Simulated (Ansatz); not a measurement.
The compound is RbFeF4 (P4/mmm).

```cif
data_structure
_symmetry_space_group_name_H-M 'P 1'
_symmetry_Int_Tables_number 1
_cell_length_a 3.8941
_cell_length_b 3.8941
_cell_length_c 6.3781
_cell_angle_alpha 90.000
_cell_angle_beta 90.000
_cell_angle_gamma 90.000
_cell_volume 96.72
loop_
_atom_site_label
_atom_site_type_symbol
_atom_site_fract_x
_atom_site_fract_y
_atom_site_fract_z
_atom_site_occupancy
Rb1 Rb 0.00000 0.00000 0.00000 1
Fe2 Fe 0.50000 0.50000 0.50000 1
F3 F 0.50000 0.50000 0.79595 1
F4 F 0.50000 0.50000 0.20405 1
F5 F 0.50000 0.00000 0.50000 1
F6 F 0.00000 0.50000 0.50000 1
```

The cell and positions are those that the Materials Project relaxed with its own functionals (PBE, PBE+U or r2SCAN), kept fixed. PAW set soft_2, made with PBE.

A constrained-RPA run (Ansatz 0.2.0; non-magnetic LDA; Fe d, bands v3 to c2, 4×4×4 mesh, medium accuracy) builds 5 functions on bands 3.2 eV wide, with 5.0 electrons in the window. The bare on-site interaction is 20.1 eV and the bare J 0.66 eV.

What U and J survive the screening?

On the Fe d shell, U = 5.97 eV (30 % of the bare value), U′ = 4.90 eV, J = 0.52 eV.

The parent state is non-magnetic and the interaction static (zero frequency); U depends on the window and the orbitals, so it belongs to this model alone.

[Paths, hosts, dates, memory and timing lines, banners, echoed tables and standing remarks are left out of the program output.]

[Logs are printed without paths, hosts, clocks, repeated set-up lines and the standing remarks that a program may print on its own settings, such as how far it seeks lower states.]

[Runs of the session that timed out or met a known fault of the program may be left out.]

[Hosts, paths, dates, database ids (printed as entryN), source tags and the programs' standing remarks are cut or masked in the printed files.]
